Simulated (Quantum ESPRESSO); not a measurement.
## MnCO3 (Rhodochrosite): parallel and opposed starts

A self-consistent run ends on one state, which hangs on the start. Several orders of MnCO3 (Rhodochrosite) are started in Quantum ESPRESSO and their energies compared.

Method: LDA with U = 4 eV on Mn d (ortho-atomic projectors); plane waves with GBRV 1.5 LDA potentials, no spin-orbit coupling, in Quantum ESPRESSO 7.5.

### Step 1. Starting point

It takes space group R-3c (No. 167, trigonal). The conventional cell has a = 4.773 Å, b = 4.773 Å, c = 15.642 Å, α = 90.00°, β = 90.00°, γ = 120.00°. Nearest to Mn lie 6 O at 2.19 Å. Nearest to C lie 3 O at 1.29 Å. O has 1 C at 1.29 Å and 2 Mn at 2.19 Å nearest. Farther neighbours and most contacts between anions are not listed.

The cell comes from the Crystallography Open Database.

### Step 2. Run 1 (ferro ++)

The signs are those of the starting moments on the seeded atoms, the atoms that are given a moment.

The input, pw.in:

```
&CONTROL
  calculation = 'scf'
  prefix = 'pwscf'
  outdir = './tmp'
  pseudo_dir = './pseudo'
  disk_io = 'nowf'
/
&SYSTEM
  ibrav = 0
  nat = 10
  ntyp = 3
  ecutwfc = 40
  ecutrho = 280
  nbnd = 55
  occupations = 'smearing'
  smearing = 'fd'
  degauss = 0.00367493
  nspin = 2
  starting_magnetization(1) = 0.3
  starting_magnetization(2) = 0
  starting_magnetization(3) = 0
/
&ELECTRONS
  conv_thr = 2d-08
  electron_maxstep = 150
  mixing_beta = 0.3
/
ATOMIC_SPECIES
Mn     54.9380 mn_lda_v1.5.uspp.F.UPF
C      12.0110 c_lda_v1.2.uspp.F.UPF
O      15.9990 o_lda_v1.2.uspp.F.UPF
CELL_PARAMETERS angstrom
   2.3865000000    1.3778464174    5.2140000000
  -2.3865000000    1.3778464174    5.2140000000
   0.0000000000   -2.7556928348    5.2140000000
ATOMIC_POSITIONS crystal
Mn      0.0000000000    0.0000000000    0.0000000000
Mn      0.5000000000    0.5000000000    0.5000000000
C       0.2500000000    0.2500000000    0.2500000000
C       0.7500000000    0.7500000000    0.7500000000
O       0.5195000000    0.9805000000    0.2500000000
O       0.2500000000    0.5195000000    0.9805000000
O       0.9805000000    0.2500000000    0.5195000000
O       0.4805000000    0.0195000000    0.7500000000
O       0.7500000000    0.4805000000    0.0195000000
O       0.0195000000    0.7500000000    0.4805000000
K_POINTS automatic
6 6 6 0 0 0
HUBBARD {ortho-atomic}
U Mn-3d 4.0000
```

Command:

```
$ OMP_NUM_THREADS=1 mpirun -n 4 pw.x -nk 4 -in pw.in > pw.out
```

What it wrote:

```text
Program PWSCF v.7.5 starts

     Message from routine setup:
     using ibrav=0 with symmetry is DISCOURAGED, use correct ibrav instead

     K-points division:     npool     =       4
     Subspace diagonalization in iterative solution of the eigenvalue problem:

     G-vector sticks info
     --------------------
     sticks:   dense  smooth     PW     G-vecs:    dense   smooth      PW
     Sum        2051    1175    361                54851    23739    4023

     Using Slab Decomposition

     bravais-lattice index     =            0
     lattice parameter (alat)  =      11.1445  a.u.
     unit-cell volume          =     694.1944 (a.u.)^3
     number of atoms/cell      =           10
     number of atomic types    =            3
     number of electrons       =        74.00
     number of Kohn-Sham states=           55
     kinetic-energy cutoff     =      40.0000  Ry
     charge density cutoff     =     280.0000  Ry
     scf convergence threshold =      2.0E-08
     mixing beta               =       0.3000
     number of iterations used =            8  plain     mixing
     Exchange-correlation= SLA  PZ   NOGX NOGC
                           (   1   1   0   0   0   0   0)
     Hubbard projectors: ortho-atomic
     Hubbard parameters of DFT+U (Dudarev formulation) in eV:
     U(Mn-3d) =  4.0000

     Internal variables: lda_plus_u =T, lda_plus_u_kind = 0

     Internal variables: orbital_resolved =F, hub_pot_fix =F, apply_U = F

     celldm(1)=  11.144521  celldm(2)=   0.000000  celldm(3)=   0.000000
     celldm(4)=   0.000000  celldm(5)=   0.000000  celldm(6)=   0.000000

     crystal axes: (cart. coord. in units of alat)
               a(1) = (   0.404668   0.233635   0.884114 )
               a(2) = (  -0.404668   0.233635   0.884114 )
               a(3) = (   0.000000  -0.467270   0.884114 )

     reciprocal axes: (cart. coord. in units 2 pi/alat)
               b(1) = (  1.235581  0.713363  0.377025 )
               b(2) = ( -1.235581  0.713363  0.377025 )
               b(3) = ( -0.000000 -1.426726  0.377025 )

     PseudoPot. # 1 for Mn read from file:
     mn_lda_v1.5.uspp.F.UPF
     Pseudo is Ultrasoft + core correction, Zval = 15.0
     Generated by new atomic code, or converted to UPF format
     Using radial grid of  859 points,  6 beta functions with:
                l(1) =   0
                l(2) =   0
                l(3) =   1
                l(4) =   1
                l(5) =   2
                l(6) =   2
     Q(r) pseudized with  8 coefficients,  rinner =    0.950   0.950   0.950
                                                       0.950   0.950

     PseudoPot. # 2 for C  read from file:
     c_lda_v1.2.uspp.F.UPF
     Pseudo is Ultrasoft + core correction, Zval =  4.0
     Generated by new atomic code, or converted to UPF format
     Using radial grid of  721 points,  4 beta functions with:
                l(1) =   0
                l(2) =   0
                l(3) =   1
                l(4) =   1
     Q(r) pseudized with  8 coefficients,  rinner =    1.100   1.100   1.100

     PseudoPot. # 3 for O  read from file:
     o_lda_v1.2.uspp.F.UPF
     Pseudo is Ultrasoft + core correction, Zval =  6.0
     Generated by new atomic code, or converted to UPF format
     Using radial grid of  737 points,  5 beta functions with:
                l(1) =   0
                l(2) =   0
                l(3) =   1
                l(4) =   1
                l(5) =   2
     Q(r) pseudized with  8 coefficients,  rinner =    0.900   0.900   0.900
                                                       0.900   0.900

     atomic species   valence    mass     pseudopotential
     Mn               15.00    54.93800     Mn( 1.00)
     C                 4.00    12.01100     C ( 1.00)
     O                 6.00    15.99900     O ( 1.00)

     Starting magnetic structure
     atomic species   magnetization
     Mn              0.300
     C               0.000
     O               0.000

     12 Sym. Ops., with inversion, found ( 6 have fractional translation)

   Cartesian axes

     site n.     atom                  positions (alat units)
         1        Mn     tau(   1) = (   0.0000000   0.0000000   0.0000000  )
         2        Mn     tau(   2) = (   0.0000000   0.0000000   1.3261717  )
         3        C      tau(   3) = (   0.0000000   0.0000000   0.6630858  )
         4        C      tau(   4) = (   0.0000000   0.0000000   1.9892575  )
         5        O      tau(   5) = (  -0.1865520   0.2336352   1.5472003  )
         6        O      tau(   6) = (  -0.1090580  -0.2783763   1.5472003  )
         7        O      tau(   7) = (   0.2956100   0.0447411   1.5472003  )
         8        O      tau(   8) = (   0.1865520  -0.2336352   1.1051431  )
         9        O      tau(   9) = (   0.1090580   0.2783763   1.1051431  )
        10        O      tau(  10) = (  -0.2956100  -0.0447411   1.1051431  )

     number of k points=    32  Fermi-Dirac smearing, width (Ry)=  0.0037
                       cart. coord. in units 2pi/alat
        k(    1) = (   0.0000000   0.0000000   0.0000000), wk =   0.0046296
        k(    2) = (  -0.0000000  -0.2377876   0.0628375), wk =   0.0277778
        k(    3) = (  -0.0000000  -0.4755752   0.1256750), wk =   0.0277778
        k(    4) = (   0.0000000   0.7133628  -0.1885125), wk =   0.0138889
        k(    5) = (  -0.2059301  -0.1188938   0.1256750), wk =   0.0277778
        [... 27 further k-points ...]

     Dense  grid:    54851 G-vectors     FFT dimensions: (  60,  60,  60)

     Smooth grid:    23739 G-vectors     FFT dimensions: (  48,  48,  48)

     Check: negative core charge=   -0.000031
     Generating pointlists ...
     new r_m :   0.1534 (alat units)  1.7092 (a.u.) for type    1
     new r_m :   0.0900 (alat units)  1.0027 (a.u.) for type    2
     new r_m :   0.0900 (alat units)  1.0027 (a.u.) for type    3

     Initial potential from superposition of free atoms

     starting charge      72.9998, renormalised to      74.0000

     STARTING HUBBARD OCCUPATIONS:

     =================== HUBBARD OCCUPATIONS ===================
     ------------------------ ATOM    1 ------------------------
     Tr[ns(  1)] (up, down, total) =   5.00000  0.00000  5.00000
     Atomic magnetic moment for atom   1 =   5.00000
     [... lines left out ...]
     ------------------------ ATOM    2 ------------------------
     Tr[ns(  2)] (up, down, total) =   5.00000  0.00000  5.00000
     Atomic magnetic moment for atom   2 =   5.00000
     [... lines left out ...]
     Number of occupied Hubbard levels =   10.0000

     Atomic wfc used for Hubbard projectors are orthogonalized

     Starting wfcs are   58 randomized atomic wfcs

     Self-consistent Calculation

     iteration #  1     ecut=    40.00 Ry     beta= 0.30
     Davidson diagonalization with overlap
     ethr =  1.00E-02,  avg # of iterations =  5.0

     =================== HUBBARD OCCUPATIONS ===================
     ------------------------ ATOM    1 ------------------------
     Tr[ns(  1)] (up, down, total) =   4.95667  0.13203  5.08870
     Atomic magnetic moment for atom   1 =   4.82465
     [... lines left out ...]
     ------------------------ ATOM    2 ------------------------
     Tr[ns(  2)] (up, down, total) =   4.95667  0.13203  5.08870
     Atomic magnetic moment for atom   2 =   4.82465
     [... lines left out ...]
     Number of occupied Hubbard levels =   10.1774

     total energy              =    -639.00459435 Ry
     estimated scf accuracy    <       1.22916213 Ry

     total magnetization       =    10.00 Bohr mag/cell
     absolute magnetization    =    10.00 Bohr mag/cell

     iteration #  2     ecut=    40.00 Ry     beta= 0.30
     Davidson diagonalization with overlap
     ethr =  1.66E-03,  avg # of iterations =  2.2

     total energy              =    -639.16389068 Ry
     estimated scf accuracy    <       0.10128221 Ry

     total magnetization       =    10.00 Bohr mag/cell
     absolute magnetization    =    10.00 Bohr mag/cell

     iteration #  3     ecut=    40.00 Ry     beta= 0.30
     Davidson diagonalization with overlap
     ethr =  1.37E-04,  avg # of iterations =  7.8

     negative rho (up, down):  0.000E+00 5.248E-04

     total energy              =    -639.17132480 Ry
     estimated scf accuracy    <       0.03422082 Ry

     total magnetization       =    10.00 Bohr mag/cell
     absolute magnetization    =    10.00 Bohr mag/cell

     [... further iterations left out ...]

     iteration #  7     ecut=    40.00 Ry     beta= 0.30
     Davidson diagonalization with overlap
     ethr =  6.03E-08,  avg # of iterations =  1.5

     negative rho (up, down):  0.000E+00 7.024E-04

     total energy              =    -639.17319728 Ry
     estimated scf accuracy    <       0.00000609 Ry

     total magnetization       =    10.00 Bohr mag/cell
     absolute magnetization    =    10.00 Bohr mag/cell

     iteration #  8     ecut=    40.00 Ry     beta= 0.30
     Davidson diagonalization with overlap
     ethr =  8.23E-09,  avg # of iterations =  2.0

     negative rho (up, down):  0.000E+00 7.023E-04

     total energy              =    -639.17319860 Ry
     estimated scf accuracy    <       0.00000093 Ry

     total magnetization       =    10.00 Bohr mag/cell
     absolute magnetization    =    10.00 Bohr mag/cell

     iteration #  9     ecut=    40.00 Ry     beta= 0.30
     Davidson diagonalization with overlap
     ethr =  1.26E-09,  avg # of iterations =  2.0

     negative rho (up, down):  0.000E+00 7.030E-04

     total energy              =    -639.17319944 Ry
     estimated scf accuracy    <       0.00000009 Ry

     total magnetization       =    10.00 Bohr mag/cell
     absolute magnetization    =    10.00 Bohr mag/cell

     iteration # 10     ecut=    40.00 Ry     beta= 0.30
     Davidson diagonalization with overlap
     ethr =  1.26E-10,  avg # of iterations =  2.0

     negative rho (up, down):  0.000E+00 7.025E-04

     Magnetic moment per site  (integrated on atomic sphere of radius R)
     atom   1 (R=0.153)  charge= 12.4850  magn=  4.2662
     atom   2 (R=0.153)  charge= 12.4850  magn=  4.2662
     atom   3 (R=0.090)  charge=  1.3072  magn=  0.0143
     atom   4 (R=0.090)  charge=  1.3072  magn=  0.0143
     atom   5 (R=0.090)  charge=  3.2996  magn=  0.0311
     atom   6 (R=0.090)  charge=  3.2996  magn=  0.0311
     atom   7 (R=0.090)  charge=  3.2996  magn=  0.0311
     atom   8 (R=0.090)  charge=  3.2996  magn=  0.0311
     atom   9 (R=0.090)  charge=  3.2996  magn=  0.0311
     atom  10 (R=0.090)  charge=  3.2996  magn=  0.0311

     End of self-consistent calculation

     =================== HUBBARD OCCUPATIONS ===================
     ------------------------ ATOM    1 ------------------------
     Tr[ns(  1)] (up, down, total) =   4.97641  0.21930  5.19571
     Atomic magnetic moment for atom   1 =   4.75711
     [... lines left out ...]
     ------------------------ ATOM    2 ------------------------
     Tr[ns(  2)] (up, down, total) =   4.97641  0.21930  5.19571
     Atomic magnetic moment for atom   2 =   4.75711
     [... lines left out ...]
     Number of occupied Hubbard levels =   10.3914

     [... lines left out ...]
     the Fermi energy is     8.7331 ev

!    total energy              =    -639.17319948 Ry
     estimated scf accuracy    <       0.00000001 Ry
     smearing contrib. (-TS)   =      -0.00000000 Ry
     internal energy E=F+TS    =    -639.17319948 Ry

     The total energy is F=E-TS. E is the sum of the following terms:
     one-electron contribution =    -329.27290455 Ry
     hartree contribution      =     199.03238109 Ry
     xc contribution           =    -103.29529493 Ry
     ewald contribution        =    -405.70434535 Ry
     Hubbard energy            =       0.06696426 Ry

     total magnetization       =    10.00 Bohr mag/cell
     absolute magnetization    =    10.00 Bohr mag/cell

     convergence has been achieved in  10 iterations

=------------------------------------------------------------------------------=
   JOB DONE.
=------------------------------------------------------------------------------=
```

Run time: 59 s. Hardware: 4 MPI ranks of Intel Xeon Platinum 8488C (Sapphire Rapids), shared host; peak memory 0.7 GiB.

Spin moment in the atom's sphere by atom:

```
atom  spin moment in the atom's sphere (μB)
 Mn1                                   4.27
 Mn2                                   4.27
  C3                                   0.01
  C4                                   0.01
  O5                                   0.03
  O6                                   0.03
  O7                                   0.03
  O8                                   0.03
  O9                                   0.03
 O10                                   0.03
```

Read from the output:

```
smearing term TS       : 7.51e-15 eV
magnetization          : 10 μB
absolute magnetization : 10 μB
final state            : ferromagnetic
```

[end of part 1 of 2]

[Logs and program files are shortened in this print: banners, set-up blocks, solver, clock and traceback lines can be left out without a mark of their own.]

[Logs are printed without paths, hosts, clocks, repeated set-up lines and the standing remarks that a program may print on its own settings, such as how far it seeks lower states.]

[Hosts, paths, dates, database ids (printed as entryN), source tags and the programs' standing remarks are cut or masked in the printed files.]

[Where a cell is said to come from a database of computed structures, the database is the Materials Project.]
